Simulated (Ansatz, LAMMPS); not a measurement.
# Elastic response of 71TiO2-29Al2O3 (mol %) with crystalline order left by the classical run (122 atoms), part 3 of 3

How stiff is 71TiO2-29Al2O3 (mol %) with crystalline order left by the classical run (122 atoms), and how do its levels respond to strain?

Ansatz 0.2.0; Kohn-Sham DFT, PBE, PAW (set soft_2), plane waves.

The cell: 24 Ti, 20 Al and 78 O. The quench rate of 6 K/ps far exceeds what a furnace or splat quench reaches. The network of bonds at the start is that of the classical potential that made the cell. Only the Γ point is sampled.

So far. Step 10 (Stretched by 1 % along x): The relaxation converged after 5 steps, 0.0723 eV below its start, with a largest force component of 0.033 eV/Å. Step 10 (Stretched by 1 % along x): Stretched by 1 % along x: the energy stands 0.0851 eV above that of the reference, at a pressure of -1.06 GPa.

## Step 11: Compressed by 1 % along x

The relaxed cell is strained along x alone, which gives the stiffness along x and its coupling to y and z.

input.yaml

```yaml
crystal:
  lattice:
    - [11.12158, 0.12603, -0.06252]
    - [0.12477, 11.05865, 0.12936]
    - [-0.06189, 0.12936, 11.28531]
  atoms:
    [... the 122 atom lines of step 4 ...]
kpoints:
  mp_grid: { grid: [1, 1, 1] }
hamiltonian:
  xc: pbe
scf:
  occupations: { method: fixed }
output:
  forces: true
  eigenvalues: true
  stress: true
relax:
  f_tol: 0.05
  max_steps: 70
```

Run with:

```console
ansatz run input.yaml --threads 4 --pin off --max-ram 8192MiB --backend cpu --events-out ev --progress --plain --runs-dir out
```

Numbers of over 12 decimals in the logs are rounded to 6 here.

Log:

```text
[...]
Crystal: 122 atoms, lattice volume = 1387.568 Å³
Basis set: ecut = 420 eV, 27141 PW (Γ), exchange–correlation on 150×150×160 points (8 copies of the dense FFT grid, shifted against one another)
Bands: 530, of which v1, the nominal top of the filled ones, is band 408 counted from 1 (407 counted from 0)
Symmetry: 1 space group operations
[...]
k-points: 1
[...]
SCF iter   1: F=—  HF=-115163.172786 eV  |F-HF|=—  |Δ(HF+E_count)|=         —  Δρ=4.35e-3  dr2=2.18e-1  ethr=1.77e-3  ⟨swp⟩=4.0  Hψ=1766  notcnv=0  defer=114
[...]
SCF iter   7: F=-115163.154562 eV  HF=-115163.154579 eV  |F-HF|=1.63e-5  |Δ(HF+E_count)|=   6.81e-6  Δρ=5.22e-5  dr2=4.14e-5  ethr=7.66e-9  ⟨swp⟩=10.0  Hψ=2683  notcnv=0
SCF 1 converged in 7 iterations: F = -115163.154562 eV  dr2 = 4.14e-5
[...]
relax step   1: F+E_penalty+E_count = -115163.15456224 eV  Δ(F+E_penalty+E_count) = +0.000e0 eV  max|allowed force component| = 4.711e-1 eV/Å  Δτ_max = 0.0000 Å  (7 SCF iters, dr2 threshold 6.25e-5 eV, accepted)
[...]
relax step   2: F+E_penalty+E_count = -115163.20039152 eV  Δ(F+E_penalty+E_count) = -4.583e-2 eV  max|allowed force component| = 1.940e-1 eV/Å  Δτ_max = 0.0188 Å  (6 SCF iters, dr2 threshold 1.39e-5 eV, accepted)
[...]
relax step   3: F+E_penalty+E_count = -115163.22260902 eV  Δ(F+E_penalty+E_count) = -2.222e-2 eV  max|allowed force component| = 1.025e-1 eV/Å  Δτ_max = 0.0171 Å  (10 SCF iters, accepted)
relax step   4: F+E_penalty+E_count = -115163.22065768 eV  Δ(F+E_penalty+E_count) = +1.951e-3 eV  max|allowed force component| = 1.807e-1 eV/Å  Δτ_max = 0.0529 Å  (11 SCF iters, rejected (line search))
[...]
relax step   5: F+E_penalty+E_count = -115163.23015137 eV  Δ(F+E_penalty+E_count) = -7.542e-3 eV  max|allowed force component| = 3.269e-2 eV/Å  Δτ_max = 0.0233 Å  (10 SCF iters, accepted)
SCF converged after 10 iterations
Free energy (F): -115163.230151 eV
[...]
Internal energy: -115163.230151 eV  (E = F + TS)
E sigma→0 (E₀):  -115163.230151 eV
Fermi energy:    6.298470 eV
[...]
--- Forces (eV/Å), atoms counted from 1 ---
  atom   1  Ti     0.00824064     0.00039340     0.00594046
  atom   2  Ti     0.00296851    -0.00893170     0.00986243
  atom   3  Ti     0.01481943    -0.02011863    -0.01289267
  atom   4  Ti    -0.00030094    -0.01194462     0.00380715
  atom   5  Ti    -0.00337056     0.00855683    -0.00318438
  atom   6  Ti    -0.00662765     0.00569881    -0.00500090
  atom   7  Ti     0.02863982    -0.00875238    -0.01105498
  atom   8  Ti    -0.01637636     0.01855820     0.00623304
  atom   9  Ti     0.01085936     0.02163410     0.01236636
  atom  10  Ti    -0.00245135    -0.00934813    -0.00743291
  atom  11  Ti     0.01599565     0.02303022     0.01079650
  atom  12  Ti    -0.01475406     0.01581765    -0.00776707
  atom  13  Ti     0.00487397    -0.01315690    -0.00841376
  atom  14  Ti    -0.01057304    -0.00116326    -0.00467813
[...]
atom 121  O     -0.00008674    -0.00062209     0.00102395
  atom 122  O      0.00263673     0.00399930     0.00730036
  max |Σ_I F_I| component: 1.23e-4 eV/Å
--- Stress (GPa, compression-positive) ---
        1.798743      -0.056182      -0.026808
       -0.056183       0.648917      -0.011755
       -0.026804      -0.011752       0.860748
  P = ⅓ Tr σ = 1.1028 GPa (11.028 kbar)
--- Band table (eV) ---
[...]
--- Relaxed structure (5 steps of the walk, 4 accepted, 0 SCFs on fresh bases) ---
  F+E_penalty+E_count = -115163.23015137 eV   max|allowed force component| = 3.269e-2 eV/Å
  atoms:
    - { symbol: Ti, position: [0.636363, 0.608274, 0.398542] }
    - { symbol: Ti, position: [0.068951, 0.079183, 0.612984] }
    - { symbol: Ti, position: [0.710210, 0.986673, 0.492737] }
    - { symbol: Ti, position: [0.409787, 0.552630, 0.571205] }
[...]
- { symbol: O, position: [0.894546, 0.597630, 0.943024] }
```

Wall time 58 s (4 threads of Intel Xeon 6975P-C (Granite Rapids), shared host); peak memory 2.3 GiB.

The relaxation converged after 5 steps, 0.0756 eV below its start, with a largest force component of 0.033 eV/Å.

Compressed by 1 % along x: the energy stands 0.0789 eV above that of the reference, at a pressure of 1.10 GPa.

## Step 12: Sheared by 2 % in xy

A shear of the relaxed cell gives the modulus that volume changes can't reach.

input.yaml, the sections that differ from step 11:

```yaml
crystal:
  lattice:
    - [11.23518, 0.23837, -0.06252]
    - [0.23662, 11.05991, 0.12936]
    - [-0.06123, 0.12873, 11.28531]
  atoms:
    [... the 122 atom lines of step 4 ...]
# kpoints, hamiltonian, scf, output, relax: as in step 11
```

Log:

```text
[...]
Crystal: 122 atoms, lattice volume = 1401.444 Å³
Basis set: ecut = 420 eV, 27407 PW (Γ), exchange–correlation on 160×150×160 points (8 copies of the dense FFT grid, shifted against one another)
Bands: 530, of which v1, the nominal top of the filled ones, is band 408 counted from 1 (407 counted from 0)
Symmetry: 1 space group operations
[...]
k-points: 1
[...]
SCF iter   1: F=—  HF=-115163.135715 eV  |F-HF|=—  |Δ(HF+E_count)|=         —  Δρ=4.29e-3  dr2=2.17e-1  ethr=1.77e-3  ⟨swp⟩=4.0  Hψ=1764  notcnv=0  defer=116
[...]
SCF iter   6: F=—  HF=-115163.116937 eV  |F-HF|=—  |Δ(HF+E_count)|=   3.39e-5  Δρ=1.19e-4  dr2=2.20e-4  ethr=8.93e-8  ⟨swp⟩=2.0  Hψ=654  notcnv=0  defer=120
SCF iter   7: F=-115163.116926 eV  HF=-115163.116946 eV  |F-HF|=2.00e-5  |Δ(HF+E_count)|=   8.33e-6  Δρ=5.48e-5  dr2=4.63e-5  ethr=7.66e-9  ⟨swp⟩=10.0  Hψ=2686  notcnv=0
SCF 1 converged in 7 iterations: F = -115163.116926 eV  dr2 = 4.63e-5
[...]
relax step   1: F+E_penalty+E_count = -115163.11692571 eV  Δ(F+E_penalty+E_count) = +0.000e0 eV  max|allowed force component| = 4.608e-1 eV/Å  Δτ_max = 0.0000 Å  (7 SCF iters, dr2 threshold 6.25e-5 eV, accepted)
[...]
relax step   2: F+E_penalty+E_count = -115163.17673769 eV  Δ(F+E_penalty+E_count) = -5.981e-2 eV  max|allowed force component| = 2.041e-1 eV/Å  Δτ_max = 0.0188 Å  (7 SCF iters, dr2 threshold 1.33e-5 eV, accepted)
[...]
relax step   3: F+E_penalty+E_count = -115163.20007982 eV  Δ(F+E_penalty+E_count) = -2.334e-2 eV  max|allowed force component| = 8.362e-2 eV/Å  Δτ_max = 0.0155 Å  (7 SCF iters, dr2 threshold 2.60e-6 eV, accepted)
relax step   4: F+E_penalty+E_count = -115163.20659316 eV  Δ(F+E_penalty+E_count) = -6.513e-3 eV  max|allowed force component| = 6.045e-2 eV/Å  Δτ_max = 0.0092 Å  (9 SCF iters, accepted)
relax step   5: F+E_penalty+E_count = -115163.20849068 eV  Δ(F+E_penalty+E_count) = -1.898e-3 eV  max|allowed force component| = 7.400e-2 eV/Å  Δτ_max = 0.0308 Å  (10 SCF iters, accepted)
relax step   6: F+E_penalty+E_count = -115163.21130035 eV  Δ(F+E_penalty+E_count) = -2.810e-3 eV  max|allowed force component| = 2.247e-2 eV/Å  Δτ_max = 0.0117 Å  (6 SCF iters, dr2 threshold 2.86e-6 eV, accepted)
[...]
relax step   7: F+E_penalty+E_count = -115163.21130149 eV  Δ(F+E_penalty+E_count) = -1.143e-6 eV  max|allowed force component| = 2.252e-2 eV/Å  Δτ_max = 0.0000 Å  (5 SCF iters, accepted)
SCF converged after 5 iterations
Free energy (F): -115163.211301 eV
[...]
Internal energy: -115163.211301 eV  (E = F + TS)
E sigma→0 (E₀):  -115163.211301 eV
Fermi energy:    6.151652 eV
[...]
Σ components = -115163.211301   (vs F -115163.211301, Δ=0.00e0)
--- Forces (eV/Å), atoms counted from 1 ---
  atom   1  Ti     0.00700791     0.00936041     0.00356606
  atom   2  Ti    -0.00857122    -0.00485058    -0.00004386
  atom   3  Ti    -0.00118501    -0.01358559     0.00122632
  atom   4  Ti    -0.01161391     0.00072244     0.00562381
[...]
atom 122  O      0.00443929     0.00225839     0.00363709
  max |Σ_I F_I| component: 1.69e-4 eV/Å
--- Stress (GPa, compression-positive) ---
        0.178425      -1.118939       0.128144
       -1.118939       0.116108       0.027343
        0.128147       0.027345       0.016855
  P = ⅓ Tr σ = 0.1038 GPa (1.038 kbar)
--- Band table (eV) ---
[...]
--- Relaxed structure (7 steps of the walk, 7 accepted, 0 SCFs on fresh bases) ---
  F+E_penalty+E_count = -115163.21130149 eV   max|allowed force component| = 2.252e-2 eV/Å
  atoms:
    - { symbol: Ti, position: [0.636108, 0.607348, 0.398416] }
    - { symbol: Ti, position: [0.068223, 0.078893, 0.611515] }
    - { symbol: Ti, position: [0.707288, 0.983864, 0.492196] }
    - { symbol: Ti, position: [0.409881, 0.550790, 0.570593] }
[...]
- { symbol: O, position: [0.894171, 0.597722, 0.943758] }
```

Elapsed: 76 s, on 4 threads; peak memory 2.3 GiB; 4.7 min of CPU time.

The relaxation converged after 7 steps, 0.0944 eV below its start, with a largest force component of 0.023 eV/Å.

Sheared by 2 % in xy: the energy stands 0.0978 eV above that of the reference, at a pressure of 0.104 GPa.

## Step 13: Pressure against volume

Atoms are relaxed at each volume, in the scaled cell.

```tsv
volume change (%)	volume (Å³/atom)	energy change (meV/atom)	pressure (GPa)	largest move on relaxing (Å)	bonds	gap (eV)
-10	10.340	26.72	9.13	1.14	244	2.38
-6	10.799	11.60	5.52	0.61	235	2.63
-3	11.144	3.29	3.11	0.14	228	2.67
+0	11.488	0.00	-0.01	-	228	2.61
+3	11.833	3.11	-2.72	0.10	227	2.60
+6	12.178	10.29	-3.88	0.59	219	2.54
```

## Step 14: Uniaxial strain and shear

Stress (GPa, compression positive) less that of the relaxed cell, atoms relaxed:

```tsv
strain	xx	yy	zz	xy	energy change (meV/atom)
stretched by 1 % along x	-1.708	-0.625	-0.819	0.070	0.70
compressed by 1 % along x	1.816	0.664	0.859	-0.058	0.65
sheared by 2 % in xy	0.196	0.131	0.015	-1.121	0.80
```

## Step 15: Outcome

The bulk modulus, from the slope of pressure against ln V over the three points nearest the relaxed volume, is 97.1 GPa; between neighbouring points the slope runs 83, 76, 103, 92 and 40 GPa from the smallest volume up, without a steady fall, so no pressure derivative is given. The count of bonds runs from 219 to 244 over the series, so at some points contacts cross the cutoffs. At -10 %, -6 % and +6 % some atom moved by over 0.5 Å on relaxing, so those points may sit in another local minimum. The gap goes from 2.38 eV at the smallest volume to 2.54 eV at the largest, not monotonically (lowest 2.38, highest 2.67 eV), on the run's k-points. In the Cartesian axes of the cell, finite differences give C11 = 176, C12 = 64.5, C13 = 83.9 and C66 = 56.0 GPa (the shear of 2 % is the engineering strain, εxy = 0.01). The mean of C11, C12 and C13, which equals the bulk modulus in a cubic or isotropic solid, is 108 GPa: it lies 11 % over the bulk modulus from the volumes. For an isotropic solid C66 would equal (C11 − C12)/2 = 55.9 GPa; so small a sample needn't be isotropic, and C66 rests on one shear. With the bulk modulus and C66 as K and G, Young's modulus would be about 141 GPa and Poisson's ratio 0.26.

Caveats: Strains are finite and relaxations stop at the force tolerance of the input, which can leave moduli too stiff; they are those of a static cell at zero temperature. Volumes are changed with the cell's shape held, so in an anisotropic solid the modulus lies over the one under free hydrostatic load. The program notes that the SCF threshold of the relaxations is loose for the stress.

The DFT runs together took 19 min of wall time.

[Logs are printed without paths, hosts, clocks, repeated set-up lines and the standing remarks that a program may print on its own settings, such as how far it seeks lower states.]

[Hosts, paths, dates, database ids (printed as entryN), source tags and the programs' standing remarks are cut or masked in the printed files.]
